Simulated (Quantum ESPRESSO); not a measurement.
# AlN (F-43m): from Born charge to LO-TO splitting

Wanted: the LO mode of AlN (F-43m) from the TO mode and the field response.

Calculated with Quantum ESPRESSO 7.5; DFT LDA, scalar-relativistic, plane waves, PseudoDojo norm-conserving pseudopotentials.

### Step 1. Set-up

It takes space group F-43m (No. 216, cubic). Conventional cell: a = 4.333 Å, b = 4.333 Å, c = 4.333 Å, α = 90.00°, β = 90.00°, γ = 90.00°. Nearest to Al lie 4 N at 1.88 Å. Nearest to N lie 4 Al at 1.88 Å. Farther neighbours and most contacts between anions are not listed.

Structure file:

```xyz
2
Lattice="-2.1665 0.0000 2.1665 0.0000 2.1665 2.1665 -2.1665 2.1665 0.0000" Properties=species:S:1:pos:R:3 pbc="T T T"
Al    0.0000    0.0000    0.0000
N    -3.2498    3.2498    3.2498
```

This is the cell after its relaxation at this level of theory, not the database cell from which that began.

### Step 2. What the response run gave

A linear-response run on the relaxed cell, with the response to an electric field; only its zone-centre results are used. Cutoff 84 Ry, k mesh 8×8×8.

Output:

```text
[banners, grids, parts of the stress and lines that vanish by symmetry left out]
Program PHONON v.7.5
     Reading xml data from directory:

[...]
Exchange-correlation= PW
                           (   1   4   0   0   0   0   0)
[...]
(   8 q-points):
[...]
kinetic-energy cut-off    =      84.0000  Ry
     charge density cut-off    =     336.0000  Ry
     convergence threshold     =      1.0E-18
[...]
Exchange-correlation= PW
                           (   1   4   0   0   0   0   0)
[...]
q = (   0.0000000   0.0000000   0.0000000 )
     25 Sym.Ops. (with q -> -q+G )
     G cutoff =  285.3154  (  14211 G-vectors)     FFT grid: ( 36, 36, 36)
     number of k points=    29
[...]
Mode symmetry, T_d (-43m)  point group:
[...]
Dielectric constant
[...]
End of electric fields calculation
          Dielectric constant in cartesian axis
          (       4.500014813      -0.000000000       0.000000000 )
          (      -0.000000000       4.500014813       0.000000000 )
          (       0.000000000       0.000000000       4.500014813 )
          Effective charges (d Force / dE) in cartesian axis without acoustic sum rule applied (asr)
           atom    1  Al    Mean Z*:        2.52838
      Ex  (        2.52838       -0.00000        0.00000 )
      Ey  (        0.00000        2.52838        0.00000 )
      Ez  (        0.00000       -0.00000        2.52838 )
           atom    2  N     Mean Z*:       -2.53146
      Ex  (       -2.53146        0.00000        0.00000 )
      Ey  (        0.00000       -2.53146        0.00000 )
      Ez  (        0.00000        0.00000       -2.53146 )
          Effective charges Sum: Mean:       -0.00308
[...]
Effective charges (d Force / dE) in cartesian axis with asr applied:
           atom    1  Al    Mean Z*:        2.52992
[...]
atom    2  N     Mean Z*:       -2.52992
[...]
Representation #   1 modes #   1   2   3
[...]
End of self-consistent calculation
     Convergence has been achieved
     Representation #   2 modes #   4   5   6
[...]
End of self-consistent calculation
     Convergence has been achieved
[...]
Dielectric constant in cartesian axis
          (       4.500014813      -0.000000000       0.000000000 )
          (      -0.000000000       4.500014813       0.000000000 )
          (       0.000000000       0.000000000       4.500014813 )
          Effective charges (d Force / dE) in cartesian axis without acoustic sum rule applied (asr)
           atom    1  Al    Mean Z*:        2.52838
[...]
Mode symmetry, C_s (m)     point group:
[...]
q = (    0.530330086  -0.176776695   0.530330086 )
[...]
Mode symmetry, C_s (m)     point group:
     freq (   1-   1) =        297.2  [cm-1]   --> A''
     freq (   2-   2) =        367.2  [cm-1]   --> A'
     freq (   3-   3) =        512.8  [cm-1]   --> A'
     freq (   4-   4) =        668.0  [cm-1]   --> A''
     freq (   5-   5) =        687.7  [cm-1]   --> A'
     freq (   6-   6) =        750.3  [cm-1]   --> A'
[...]
Mode symmetry, C_s (m)     point group:
[...]
q = (    0.353553391   0.000000000   0.353553391 )
[...]
Mode symmetry, C_s (m)     point group:
     freq (   1-   1) =        242.2  [cm-1]   --> A''
     freq (   2-   2) =        366.0  [cm-1]   --> A'
     freq (   3-   3) =        461.0  [cm-1]   --> A'
     freq (   4-   4) =        658.6  [cm-1]   --> A''
     freq (   5-   5) =        694.3  [cm-1]   --> A'
     freq (   6-   6) =        775.9  [cm-1]   --> A'
[...]
Mode symmetry, D_2d (-42m) point group:
[...]
Representation #   3 modes #   3   4
[...]
Convergence has been achieved
     Representation #   4 modes #   5   6
[...]
Convergence has been achieved
[...]
q = (    0.000000000  -0.707106781   0.000000000 )
[...]
freq (    5) =      20.239889 [THz] =     675.130043 [cm-1]
     freq (    6) =      21.672703 [THz] =     722.923573 [cm-1]
[...]
Mode symmetry, D_2d (-42m) point group:
     freq (   1-   2) =        341.0  [cm-1]   --> E    X_5  W_3
     freq (   3-   3) =        591.8  [cm-1]   --> B_2  X_3  W_2
     freq (   4-   5) =        675.1  [cm-1]   --> E    X_5  W_3
     freq (   6-   6) =        722.9  [cm-1]   --> A_1  X_1  W_1
[...]
Mode symmetry, S_4 (-4)    point group:
[...]
Convergence has been achieved
[...]
Convergence has been achieved
[...]
Convergence has been achieved
[...]
Convergence has been achieved
     Representation #   5 mode #   5
[...]
End of self-consistent calculation
     Convergence has been achieved
     Representation #   6 mode #   6
[...]
End of self-consistent calculation
     Convergence has been achieved
[...]
q = (   -0.353553391  -0.707106781   0.000000000 )
[...]
freq (    1) =      11.285736 [THz] =     376.451623 [cm-1]
     freq (    2) =      12.666795 [THz] =     422.518794 [cm-1]
     freq (    3) =      15.367545 [THz] =     512.606128 [cm-1]
     freq (    4) =      19.903673 [THz] =     663.915071 [cm-1]
     freq (    5) =      20.390487 [THz] =     680.153431 [cm-1]
     freq (    6) =      21.955597 [THz] =     732.359878 [cm-1]
[...]
Mode symmetry, S_4 (-4)    point group:
     freq (   1-   1) =        376.5  [cm-1]   --> B    W_3
     freq (   2-   2) =        422.5  [cm-1]   --> E    W_4
     freq (   3-   3) =        512.6  [cm-1]   --> E*   W_2
     freq (   4-   4) =        663.9  [cm-1]   --> A    W_1
     freq (   5-   5) =        680.2  [cm-1]   --> E    W_4
     freq (   6-   6) =        732.4  [cm-1]   --> B    W_3

   JOB DONE.
```

| quantity | value |
| --- | --- |
| cell volume Ω (Å³) | 20.338 |
| mass of Al (u) | 26.982 |
| mass of N (u) | 14.007 |
| Born charge of Al, raw (e) | 2.528 |
| Born charge of N, raw (e) | -2.531 |
| ε∞ | 4.500 |
| ω(TO) after the sum rule (cm⁻¹) | 669.5 |

### Step 3. The calculation

The charges must sum to zero over the cell; taking off their mean, -0.002 e, leaves Z* = 2.530 e on Al. In the polar mode Al moves against N, so the reduced mass is μ = 26.98 × 14.01 / 40.99 = 9.220 u.

A longitudinal wave builds up a field that adds to the restoring force: ω(LO)² = ω(TO)² + 4π Z*² / (μ Ω ε∞), in Hartree atomic units. With μ = 16808 electron masses and Ω = 137.25 bohr³ the second term is 7.7483e-06 Ha², or 373230 cm⁻² (1 Ha = 219474.6 cm⁻¹).

So ω(LO) = √(448230 + 373230) = 906.3 cm⁻¹, and by the Lyddane-Sachs-Teller relation ε₀ = ε∞ (ω(LO)/ω(TO))² = 8.25.

### Step 4. Check against the program

The analysis program adds the same non-analytic term to the full matrix, here for q along (1 0 0).

Output:

```text
[banner, memory and clock lines left out]
Program DYNMAT v.7.5

     Reading Dynamical Matrix from file x.dyn1
     ...Force constants read
     ...epsilon and Z* read

     Polarizability (A^3 units)
     multiply by 0.461537 for Clausius-Mossotti correction
         5.664569   -0.000000    0.000000
        -0.000000    5.664569    0.000000
         0.000000    0.000000    5.664569

     IR activities are in (D/A)^2/amu units

# mode   [cm-1]    [THz]      IR
    1      0.00    0.0000    0.0000
    2      0.00    0.0000    0.0000
    3      0.00    0.0000    0.0000
    4    669.50   20.0711   16.0152
    5    669.50   20.0711   16.0152
    6    906.34   27.1713   16.0152
```

ε₀ comes from the program's run without a direction of q.

| quantity | by hand | program |
| --- | --- | --- |
| ω(LO) (cm⁻¹) | 906.3 | 906.3 |
| ε₀ | 8.25 | 8.25 |

### Step 5. Results

```json
{
  "TO mode": "669.5 cm⁻¹",
  "LO mode": "906.3 cm⁻¹",
  "static dielectric constant": "8.247"
}
```

**Reading.** The LO mode of AlN (F-43m) lies at 906 cm⁻¹, 237 cm⁻¹ above the TO mode; the formula meets the program within 0.1 cm⁻¹, as it must for a cubic crystal with one polar mode. ω(LO)² − ω(TO)² goes with Z*²/ε∞: an error of 5 % in ε∞ would move the LO mode by 9.9 cm⁻¹, and semilocal functionals tend to overestimate ε∞. These are harmonic values at zero temperature, at the volume of this functional, for the structure held cubic; stability elsewhere in the zone is no part of this calculation.

[Host names and launcher messages were left out of these logs when they were recorded.]

[Logs are printed without paths, hosts, clocks, repeated set-up lines and the standing remarks that a program may print on its own settings, such as how far it seeks lower states.]

[Hosts, paths, dates, database ids (printed as entryN), source tags and the programs' standing remarks are cut or masked in the printed files.]
